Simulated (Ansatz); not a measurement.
# A hypothetical structure for Li2ScBr4

Starting from a made-up structure for Li2ScBr4, the aim is the relaxed cell, its shortest contacts and, where a second run follows, its electronic structure.

Calculated with Ansatz 0.2.0; DFT, PBE, plane-wave PAW, files of the set soft_1, scalar-relativistic, no spin, cell and ions relaxed at zero pressure; PAW set soft_1, in the first sound run; inputs show where later runs differ.

## (1) Set-up

Symmetry: P-42m, No. 111, tetragonal system. Conventional cell: a = 5.799 Å, b = 5.799 Å, c = 6.780 Å, α = 90.00°, β = 90.00°, γ = 90.00°. Nearest to Br lie 2 Li at 2.57 Å and 1 Sc at 2.65 Å. Sc has 4 Br at 2.65 Å nearest. Nearest to Li lie 4 Br at 2.57 Å. Farther neighbours and most contacts between anions are not listed.

## (2) Relaxing cell and atoms

The guess takes its coordinates from another compound and its volume from a rule, so the cell and any free coordinates are relaxed together.

input.yaml

```yaml
crystal:
  lattice:
    - [5.799, 0.0, 0.0]
    - [0.0, 5.799, 0.0]
    - [0.0, 0.0, 6.78]
  atoms:
    - { symbol: Br, position: [0.7696, 0.7696, 0.2736] }
    - { symbol: Br, position: [0.7696, 0.2304, 0.7264] }
    - { symbol: Br, position: [0.2304, 0.2304, 0.2736] }
    - { symbol: Br, position: [0.2304, 0.7696, 0.7264] }
    - { symbol: Sc, position: [0.0, 0.0, 0.0] }
    - { symbol: Li, position: [0.5, 0.0, 0.5] }
    - { symbol: Li, position: [0.0, 0.5, 0.5] }
kpoints:
  mp_grid: { grid: [5, 5, 4] }
scf:
  occupations: { method: fermi_dirac, width: 0.05 }
hamiltonian:
  xc: pbe
  pseudopotentials: { kind: paw, azcp: { folder: soft_1 } }
relax:
  f_tol: 0.015
  max_steps: 70
  cell: {}
output:
  forces: true
  stress: true
```

The run is started by

```
ansatz run input.yaml --threads 4 --pin off --max-ram 10240MiB --backend cpu --events-out ev --progress --plain --runs-dir out
```

Numbers of over 12 decimals in the logs are rounded to 6 here.

The program printed:

```text
Engine: ansatz 0.2.0, x86_64-unknown-linux-gnu
Pseudopotentials: kind: paw
Pseudopotential: Br, paw, valence charge 7, recommended cutoff 420 eV (normal), soft_1/Br.paw.azcp
Pseudopotential: Sc, paw, valence charge 11, recommended cutoff 420 eV (normal), soft_1/Sc.paw.azcp
Pseudopotential: Li, paw, valence charge 3, recommended cutoff 420 eV (normal), soft_1/Li.paw.azcp
Functional definition: PBE
  parameter kappa = 0.804
  parameter beta = 0.066725
  exchange = pbe_x(kappa = kappa, mu = beta*pi^2/3)
  correlation = pbe_c(beta = beta)
Crystal: 7 atoms, lattice volume = 228.001 Å³
Basis set: ecut = 420 eV, 4507 PW (Γ), exchange–correlation on 80×80×96 points (8 copies of the dense FFT grid, shifted against one another)
Bands: 30, of which v1, the nominal top of the filled ones, is band 23 counted from 1 (22 counted from 0)
Symmetry: 8 space group operations
Space group: P-42m (ITA 111), of the structure as read, at distance tolerance 6.1e-5 Å
k-points: 18 of 100 (time reversal used)
Non-local potential: Br, projectors of the file, l = 0: 2, l = 1: 2, l = 2: 2
Non-local potential: Sc, projectors of the file, l = 0: 3, l = 1: 2, l = 2: 3, l = 3: 1
Non-local potential: Li, projectors of the file, l = 0: 3, l = 1: 2, l = 2: 1
PAW form: soft (Blöchl's): semilocal exchange-correlation on the pseudo side does not see the compensation charge
PAW one-centre angular grid: Br, 110 points (default); XC on 64 Gauss nodes
PAW one-centre angular grid: Sc, 590 points (default); XC on 64 Gauss nodes
PAW one-centre angular grid: Li, 110 points (default); XC on 96 Gauss nodes
Initial density: superposition of atomic densities (chi_scale 0.1, normalization cell, long waves kept (reshape's long-wave potential 0.04 eV rms))
Initial wavefunctions: pseudopotential atomic-orbital guess
Functional: x = pbe(κ = 0.804, μ = 0.219515), c = pbe(β = 0.066725)
SCF iter   1: F=—  HF=-13692.698717 eV  |F-HF|=—  |Δ(HF+E_count)|=         —  Δρ=9.96e-2  dr2=5.17e1  ethr=3.10e-3  ⟨swp⟩=7.3  Hψ=2558  notcnv=0
preconditioner: auto → LDOS  [metal: Δε(μ)=0.005 eV  Ē_g=7.218 eV  σ=0.050 eV  W_gap=0.03  n_scr=28 (ndim 8)  ℏωp=14.1 eV  f_vac=0.029  D(μ)=9.80/eV (n_scr^D=82)  β→1.0]
SCF iter   2: F=—  HF=-13688.802033 eV  |F-HF|=—  |Δ(HF+E_count)|=    3.90e0  Δρ=5.52e-2  dr2=5.96e0  ethr=3.10e-3  ⟨swp⟩=3.4  Hψ=1325  notcnv=0
SCF iter   3: F=—  HF=-13688.140665 eV  |F-HF|=—  |Δ(HF+E_count)|=   6.61e-1  Δρ=3.05e-2  dr2=4.14e0  ethr=3.10e-3  ⟨swp⟩=3.2  Hψ=1247  notcnv=0
SCF iter   4: F=—  HF=-13687.848194 eV  |F-HF|=—  |Δ(HF+E_count)|=   2.92e-1  Δρ=2.07e-2  dr2=1.76e0  ethr=3.10e-3  ⟨swp⟩=2.4  Hψ=972  notcnv=0
SCF iter   5: F=—  HF=-13687.615482 eV  |F-HF|=—  |Δ(HF+E_count)|=   2.33e-1  Δρ=1.09e-2  dr2=5.33e-1  ethr=3.10e-3  ⟨swp⟩=2.1  Hψ=720  notcnv=0
SCF iter   6: F=—  HF=-13687.552526 eV  |F-HF|=—  |Δ(HF+E_count)|=   6.30e-2  Δρ=6.80e-3  dr2=2.19e-1  ethr=1.18e-3  ⟨swp⟩=2.0  Hψ=687  notcnv=0
SCF iter   7: F=—  HF=-13687.517909 eV  |F-HF|=—  |Δ(HF+E_count)|=   3.46e-2  Δρ=5.07e-3  dr2=3.06e-2  ethr=4.87e-4  ⟨swp⟩=2.3  Hψ=703  notcnv=0
SCF iter   8: F=—  HF=-13687.518018 eV  |F-HF|=—  |Δ(HF+E_count)|=   1.09e-4  Δρ=1.19e-3  dr2=5.13e-3  ethr=6.80e-5  ⟨swp⟩=2.6  Hψ=1082  notcnv=0
SCF iter   9: F=—  HF=-13687.518364 eV  |F-HF|=—  |Δ(HF+E_count)|=   3.46e-4  Δρ=3.96e-4  dr2=6.35e-4  ethr=1.14e-5  ⟨swp⟩=2.1  Hψ=682  notcnv=0
SCF iter  10: F=—  HF=-13687.518337 eV  |F-HF|=—  |Δ(HF+E_count)|=   2.71e-5  Δρ=6.51e-5  dr2=7.02e-6  ethr=1.41e-6  ⟨swp⟩=2.0  Hψ=946  notcnv=0
SCF iter  11: F=—  HF=-13687.518219 eV  |F-HF|=—  |Δ(HF+E_count)|=   1.18e-4  Δρ=7.46e-5  dr2=6.01e-6  ethr=1.56e-8  ⟨swp⟩=2.0  Hψ=876  notcnv=0
SCF iter  12: F=—  HF=-13687.518218 eV  |F-HF|=—  |Δ(HF+E_count)|=   5.88e-7  Δρ=1.74e-5  dr2=3.82e-7  ethr=1.34e-8  ⟨swp⟩=2.7  Hψ=976  notcnv=0
SCF iter  13: F=-13687.518218 eV  HF=-13687.518218 eV  |F-HF|=2.24e-9  |Δ(HF+E_count)|=   4.98e-8  Δρ=2.55e-6  dr2=1.91e-8  ethr=2.22e-10  ⟨swp⟩=4.0  Hψ=1786  notcnv=0
SCF 1 converged in 13 iterations: F = -13687.518218 eV  dr2 = 1.91e-8
  greatest PAW one-centre occupation: 1.000 electrons in one spin orbital (limit 2), on the Li atom at site 6 (counted from 0), in its partial waves of l = 0
relax step   1: F+E_penalty+E_count = -13687.51821847 eV  Δ(F+E_penalty+E_count) = +0.000e0 eV  max|allowed force component| = 1.407e-1 eV/Å  Δτ_max = 0.0000 Å  P = +0.012 GPa  Ω = 228.001 Å³  (13 SCF iters, dr2 threshold 1.00e-7 eV, accepted)
Crystal: 7 atoms, lattice volume = 221.914 Å³
Basis set: ecut = 420 eV, 4371 PW (Γ), exchange–correlation on 80×80×96 points (8 copies of the dense FFT grid, shifted against one another)
Initial density: handed on by an earlier stage of this run
Initial wavefunctions: those handed on with the density
iter 1 solved again at ethr=1.83e-4 eV; its pass at ethr=3.10e-3 eV (dr2=8.24e-2 eV) is discarded
SCF iter   1: F=—  HF=-13687.608481 eV  |F-HF|=—  |Δ(HF+E_count)|=         —  Δρ=6.76e-3  dr2=8.25e-2  ethr=1.83e-4  ⟨swp⟩=1.2  Hψ=3140  notcnv=0
preconditioner: auto → LDOS  [metal: Δε(μ)=0.004 eV  Ē_g=6.414 eV  σ=0.050 eV  W_gap=0.02  n_scr=28 (ndim 8)  ℏωp=12.5 eV  f_vac=0.055  D(μ)=12.25/eV (n_scr^D=118)  β→1.0]
SCF iter   2: F=—  HF=-13687.624262 eV  |F-HF|=—  |Δ(HF+E_count)|=   1.58e-2  Δρ=1.27e-2  dr2=1.67e-1  ethr=1.83e-4  ⟨swp⟩=2.0  Hψ=1080  notcnv=0  recentre
SCF iter   3: F=—  HF=-13687.596725 eV  |F-HF|=—  |Δ(HF+E_count)|=   2.75e-2  Δρ=2.99e-3  dr2=2.18e-2  ethr=1.83e-4  ⟨swp⟩=2.0  Hψ=1026  notcnv=0
SCF iter   4: F=—  HF=-13687.595416 eV  |F-HF|=—  |Δ(HF+E_count)|=   1.31e-3  Δρ=1.51e-3  dr2=1.06e-2  ethr=4.83e-5  ⟨swp⟩=1.0  Hψ=540  notcnv=0
SCF iter   5: F=—  HF=-13687.594678 eV  |F-HF|=—  |Δ(HF+E_count)|=   7.38e-4  Δρ=1.12e-3  dr2=5.79e-3  ethr=2.37e-5  ⟨swp⟩=1.1  Hψ=542  notcnv=0
SCF iter   6: F=—  HF=-13687.593837 eV  |F-HF|=—  |Δ(HF+E_count)|=   8.41e-4  Δρ=2.92e-4  dr2=1.42e-4  ethr=1.29e-5  ⟨swp⟩=2.9  Hψ=958  notcnv=0
SCF iter   7: F=—  HF=-13687.593827 eV  |F-HF|=—  |Δ(HF+E_count)|=   1.02e-5  Δρ=9.20e-5  dr2=1.75e-5  ethr=3.15e-7  ⟨swp⟩=2.0  Hψ=947  notcnv=0
SCF iter   8: F=-13687.593831 eV  HF=-13687.593831 eV  |F-HF|=3.61e-7  |Δ(HF+E_count)|=   3.61e-6  Δρ=1.01e-5  dr2=3.50e-7  ethr=1.56e-9  ⟨swp⟩=3.0  Hψ=2352  notcnv=0
SCF 2 converged in 8 iterations: F = -13687.593831 eV  dr2 = 3.50e-7
relax step   2: F+E_penalty+E_count = -13687.59383126 eV  Δ(F+E_penalty+E_count) = -7.561e-2 eV  max|allowed force component| = 8.260e-2 eV/Å  Δτ_max = 0.1947 Å  P = -0.660 GPa  Ω = 221.914 Å³  energy of the carried Pulay correction = +1.542e-4 eV  (8 SCF iters, dr2 threshold 7.00e-7 eV, accepted)
[...]
SCF iter   3: F=—  HF=-13687.616439 eV  |F-HF|=—  |Δ(HF+E_count)|=   2.37e-4  Δρ=1.65e-3  dr2=5.37e-3  ethr=9.94e-6  ⟨swp⟩=2.6  Hψ=969  notcnv=0
SCF iter   4: F=—  HF=-13687.615816 eV  |F-HF|=—  |Δ(HF+E_count)|=   6.23e-4  Δρ=8.29e-4  dr2=2.34e-3  ethr=9.94e-6  ⟨swp⟩=1.1  Hψ=541  notcnv=0
SCF iter   5: F=—  HF=-13687.615563 eV  |F-HF|=—  |Δ(HF+E_count)|=   2.54e-4  Δρ=3.90e-4  dr2=4.84e-4  ethr=5.19e-6  ⟨swp⟩=1.9  Hψ=561  notcnv=0
SCF iter   6: F=—  HF=-13687.615421 eV  |F-HF|=—  |Δ(HF+E_count)|=   1.41e-4  Δρ=6.79e-5  dr2=1.11e-5  ethr=1.08e-6  ⟨swp⟩=2.6  Hψ=870  notcnv=0
SCF iter   7: F=—  HF=-13687.615435 eV  |F-HF|=—  |Δ(HF+E_count)|=   1.40e-5  Δρ=1.75e-5  dr2=1.26e-6  ethr=2.47e-8  ⟨swp⟩=2.0  Hψ=860  notcnv=0
SCF iter   8: F=-13687.615436 eV  HF=-13687.615436 eV  |F-HF|=1.17e-7  |Δ(HF+E_count)|=   7.83e-7  Δρ=4.67e-6  dr2=5.85e-8  ethr=1.56e-9  ⟨swp⟩=4.0  Hψ=1776  notcnv=0
SCF 3 converged in 8 iterations: F = -13687.615436 eV  dr2 = 5.85e-8
  greatest PAW one-centre occupation: 1.000 electrons in one spin orbital (limit 2), on the Li atom at site 5 (counted from 0), in its partial waves of l = 0
relax step   3: F+E_penalty+E_count = -13687.61543618 eV  Δ(F+E_penalty+E_count) = -2.160e-2 eV  max|allowed force component| = 2.210e-2 eV/Å  Δτ_max = 0.0188 Å  P = -0.183 GPa  Ω = 219.006 Å³  energy of the carried Pulay correction = +2.294e-4 eV  (8 SCF iters, dr2 threshold 7.00e-7 eV, accepted)
[...]
relax step   4: F+E_penalty+E_count = -13687.62643891 eV  Δ(F+E_penalty+E_count) = -1.100e-2 eV  max|allowed force component| = 1.668e-2 eV/Å  Δτ_max = 0.0081 Å  P = +0.122 GPa  Ω = 216.011 Å³  energy of the carried Pulay correction = +3.078e-4 eV  (8 SCF iters, dr2 threshold 6.74e-7 eV, accepted)
[...]
relax step   5: F+E_penalty+E_count = -13687.63016697 eV  Δ(F+E_penalty+E_count) = -3.728e-3 eV  max|allowed force component| = 6.779e-3 eV/Å  Δτ_max = 0.0076 Å  P = +0.129 GPa  Ω = 215.529 Å³  energy of the carried Pulay correction = +3.205e-4 eV  (8 SCF iters, dr2 threshold 1.04e-7 eV, accepted)
[...]
relax step   6: F+E_penalty+E_count = -13687.63187440 eV  Δ(F+E_penalty+E_count) = -1.707e-3 eV  max|allowed force component| = 6.255e-3 eV/Å  Δτ_max = 0.0021 Å  P = +0.059 GPa  Ω = 216.322 Å³  energy of the carried Pulay correction = +2.996e-4 eV  (8 SCF iters, dr2 threshold 7.11e-8 eV, accepted)
[...]
relax step   7: F+E_penalty+E_count = -13687.63214833 eV  Δ(F+E_penalty+E_count) = -2.739e-4 eV  max|allowed force component| = 8.785e-4 eV/Å  Δτ_max = 0.0048 Å  P = +0.003 GPa  Ω = 217.428 Å³  energy of the carried Pulay correction = +2.706e-4 eV  (9 SCF iters, dr2 threshold 1.13e-8 eV, accepted)
Basis set: ecut = 420 eV, 4269 PW (Γ), exchange–correlation on 80×80×90 points (8 copies of the dense FFT grid, shifted against one another)
Initial wavefunctions: pseudopotential atomic-orbital guess (no wavefunctions were taken with the density)
iter 1 solved again at ethr=1.18e-7 eV; its pass at ethr=3.10e-3 eV (dr2=5.30e-5 eV) is discarded
SCF iter   1: F=—  HF=-13687.631820 eV  |F-HF|=—  |Δ(HF+E_count)|=         —  Δρ=5.21e-5  dr2=4.65e-7  ethr=1.18e-7  ⟨swp⟩=3.2  Hψ=4081  notcnv=0
preconditioner: auto → LDOS  [metal: Δε(μ)=0.026 eV  Ē_g=6.636 eV  σ=0.050 eV  W_gap=0.13  n_scr=28 (ndim 8)  ℏωp=12.6 eV  f_vac=0.060  D(μ)=13.16/eV (n_scr^D=130)  β→1.0]
SCF iter   2: F=—  HF=-13687.631849 eV  |F-HF|=—  |Δ(HF+E_count)|=   2.90e-5  Δρ=3.52e-5  dr2=1.20e-6  ethr=1.03e-9  ⟨swp⟩=2.1  Hψ=1009  notcnv=0
SCF iter   3: F=—  HF=-13687.631849 eV  |F-HF|=—  |Δ(HF+E_count)|=   1.36e-7  Δρ=1.75e-5  dr2=3.09e-7  ethr=1.03e-9  ⟨swp⟩=2.0  Hψ=926  notcnv=0
SCF iter   4: F=—  HF=-13687.631849 eV  |F-HF|=—  |Δ(HF+E_count)|=   4.56e-8  Δρ=4.12e-6  dr2=2.27e-8  ethr=6.87e-10  ⟨swp⟩=1.0  Hψ=540  notcnv=0
SCF iter   5: F=—  HF=-13687.631849 eV  |F-HF|=—  |Δ(HF+E_count)|=   2.57e-9  Δρ=1.22e-6  dr2=5.36e-9  ethr=5.06e-11  ⟨swp⟩=1.0  Hψ=540  notcnv=0
SCF iter   6: F=—  HF=-13687.631849 eV  |F-HF|=—  |Δ(HF+E_count)|=  5.77e-10  Δρ=6.94e-7  dr2=1.92e-9  ethr=1.19e-11  ⟨swp⟩=2.0  Hψ=565  notcnv=0
SCF iter   7: F=—  HF=-13687.631849 eV  |F-HF|=—  |Δ(HF+E_count)|=  2.66e-10  Δρ=3.22e-7  dr2=2.44e-10  ethr=4.27e-12  ⟨swp⟩=2.8  Hψ=917  notcnv=0
SCF iter   8: F=-13687.631849 eV  HF=-13687.631849 eV  |F-HF|=1.09e-11  |Δ(HF+E_count)|=  5.82e-11  Δρ=9.69e-8  dr2=2.10e-11  ethr=1.00e-12  ⟨swp⟩=4.0  Hψ=1792  notcnv=0
SCF 8 converged in 8 iterations: F = -13687.631849 eV  dr2 = 2.10e-11
relax step   8: F+E_penalty+E_count = -13687.63184886 eV  Δ(F+E_penalty+E_count) = +2.995e-4 eV  max|allowed force component| = 8.582e-4 eV/Å  Δτ_max = 0.0000 Å  P = +0.004 GPa  Ω = 217.428 Å³  stress off target by 7.98e-3 GPa  SCF on the basis re-selected at this cell (its energy is not comparable with the rows above)  (8 SCF iters)
basis re-selected at this cell: Δ(F+E_penalty+E_count) = +2.995e-4 eV, ΔP = +0.001 GPa vs the last step (what re-selecting the basis moved, of the pressure what is left beyond the Pulay correction that the steps carried, after the strain that the cell walked since its last selection, with what the two solves' SCF thresholds leave and, on support functions, any second-order correction that the steps lacked; it is no measure of the basis error at this ecutwfc). The dense FFT grid was sized anew with the basis: this SCF ran on 40×40×45 points, the steps before it on 40×40×48, so part of this shift can come from that change (see relax.cell in the input reference). [rest of the remark cut]
SCF converged after 8 iterations
Free energy (F): -13687.631849 eV
Harris-Foulkes:  -13687.631849 eV  (|F-HF|=1.09e-11)
Internal energy: -13687.529285 eV  (E = F + TS)
E sigma→0 (E₀):  -13687.580567 eV
Entropy (-TS):   -0.102564 eV (-14.652 meV/atom)
Fermi energy:    4.979731 eV
--- Per-component energies (eV) ---
  E_band       = -526.375040
  E_kinetic    = 768.447624
  E_local      = -2566.463553  (includes V_loc(G=0)·N_el)
  E_nonlocal   = 311.746642
  E_hartree    = 877.386285
  E_xc         = -891.735409
  E_vxc        = -564.252647  (∫ρ·V_xc dr)
  E_paw        = -10294.730023  (= ΣΔE_a)
  E_vpaw       = -230.626313  (= ΣTr[D̂ρ^β])
  E_aug_tail   = 0.000551  (compensation charges beyond the density's cutoff)
  E_ewald      = -1892.181402
  E_smearing   = -0.102564  (= −TS)
  E_closure    = -0.000000  (closes the sum)
  Σ components = -13687.631849   (vs F -13687.631849, Δ=0.00e0)
--- Forces (eV/Å), atoms counted from 1 ---
  atom   1  Br     0.00078457     0.00078457    -0.00085818
  atom   2  Br     0.00078457    -0.00078457     0.00085818
  atom   3  Br    -0.00078457    -0.00078457    -0.00085818
  atom   4  Br    -0.00078457     0.00078457     0.00085818
  atom   5  Sc    -0.00000000     0.00000000    -0.00000000
  atom   6  Li    -0.00000000     0.00000000    -0.00000000
  atom   7  Li    -0.00000000     0.00000000    -0.00000000
  max |Σ_I F_I| component: 3.83e-17 eV/Å
--- Stress (GPa, compression-positive) ---
        0.007976      -0.000000      -0.000000
       -0.000000       0.007976       0.000000
       -0.000000       0.000000      -0.004936
  P = ⅓ Tr σ = 0.0037 GPa (0.037 kbar)
--- Relaxed structure (7 steps of the walk, 7 accepted, 1 SCFs on fresh bases) ---
  F+E_penalty+E_count = -13687.63184886 eV   max|allowed force component| = 8.582e-4 eV/Å   (the final SCF, on the basis selected at the relaxed cell)
  cell:  # Å, volume = 217.4282 Å³
    - [5.927416, 0, 0.0]
    - [0, 5.927416, 0]
    - [0.0, 0, 6.188495]
  atoms:
    - { symbol: Br, position: [0.750011, 0.750011, 0.261162] }
    - { symbol: Br, position: [0.750011, 0.249989, 0.738838] }
    - { symbol: Br, position: [0.249989, 0.249989, 0.261162] }
    - { symbol: Br, position: [0.249989, 0.750011, 0.738838] }
    - { symbol: Sc, position: [3.0982546746561795e-19, 3.7392728832057407e-19, 0] }
    - { symbol: Li, position: [0.5, 3.7392728832057402e-19, 0.5] }
    - { symbol: Li, position: [3.098254674656181e-19, 0.5, 0.5] }
```

It took 12 s on 4 threads of Intel Xeon 6975P-C (Granite Rapids), shared host; peak memory 0.58 GiB.

This run has no spin polarisation although its electron count is odd.

Step by step:

| step | energy less that of the first step (eV) | largest force component (eV/Å) | pressure (GPa) | volume (Å³) |
| --- | --- | --- | --- | --- |
| 1 | 0.0000 | 0.1407 | 0.01 | 228.00 |
| 2 | -0.0756 | 0.0826 | -0.66 | 221.91 |
| 3 | -0.0972 | 0.0221 | -0.18 | 219.01 |
| 4 | -0.1082 | 0.0167 | 0.12 | 216.01 |
| 5 | -0.1119 | 0.0068 | 0.13 | 215.53 |
| 6 | -0.1137 | 0.0063 | 0.06 | 216.32 |
| 7 | -0.1139 | 0.0009 | 0.00 | 217.43 |
| 8* | -0.1136 | 0.0009 | 0.00 | 217.43 |

Relaxation steps marked * repeat the geometry before them on a plane-wave basis chosen anew for their cell, so energy and pressure can jump there.

The run keeps the 8 symmetry operations that it works with, so distortions that break them were not tested.

| conventional cell, symmetrised | before | after | change |
| --- | --- | --- | --- |
| a (Å) | 5.799 | 5.927 | +2.2 % |
| b (Å) | 5.799 | 5.927 | +2.2 % |
| c (Å) | 6.780 | 6.188 | -8.7 % |
| volume (Å³/atom) | 32.57 | 31.06 | -4.6 % |

The atoms that moved most (Å, as changes of fractional coordinates times the final cell):

| atom | dx | dy | dz | length |
| --- | --- | --- | --- | --- |
| Br3 | 0.116 | 0.116 | -0.077 | 0.181 |
| Br2 | -0.116 | 0.116 | 0.077 | 0.181 |
| Br4 | 0.116 | -0.116 | 0.077 | 0.181 |
| Br1 | -0.116 | -0.116 | -0.077 | 0.181 |

Final coordinates:

```cif
data_structure
_symmetry_space_group_name_H-M 'P 1'
_symmetry_Int_Tables_number 1
_cell_length_a 5.9274
_cell_length_b 5.9274
_cell_length_c 6.1885
_cell_angle_alpha 90.000
_cell_angle_beta 90.000
_cell_angle_gamma 90.000
_cell_volume 217.43
loop_
_atom_site_label
_atom_site_type_symbol
_atom_site_fract_x
_atom_site_fract_y
_atom_site_fract_z
_atom_site_occupancy
Br1 Br 0.75001 0.75001 0.26116 1
Br2 Br 0.75001 0.24999 0.73884 1
Br3 Br 0.24999 0.24999 0.26116 1
Br4 Br 0.24999 0.75001 0.73884 1
Sc5 Sc 0.00000 0.00000 0.00000 1
Li6 Li 0.50000 0.00000 0.50000 1
Li7 Li 0.00000 0.50000 0.50000 1
```

Numbers from this step:

```yaml
free_energy: -13687.6318 eV
energy_at_zero_smearing: -13687.5806 eV
smearing_term_ts: 0.1026 eV
fermi_energy: 4.980 eV
electrons: 45
symmetry_operations: 8
pressure: 0.003672 GPa
```

Shortest distances by pair of elements, guess and relaxed (not always the same contact):

| pair | guess (Å) | relaxed (Å) |
| --- | --- | --- |
| Br–Li | 2.566 | 2.564 |
| Br–Sc | 2.648 | 2.646 |
| Br–Br | 3.779 | 4.186 |
| Li–Li | 4.101 | 4.191 |
| Li–Sc | 4.461 | 4.285 |

The relaxation ends with a largest force component of 8.6e-4 eV/Å and a pressure of 0.00 GPa.

(Continued in part 2 of 2.)

[Logs are printed without paths, hosts, clocks, repeated set-up lines and the standing remarks that a program may print on its own settings, such as how far it seeks lower states.]

[Hosts, paths, dates, database ids (printed as entryN), source tags and the programs' standing remarks are cut or masked in the printed files.]
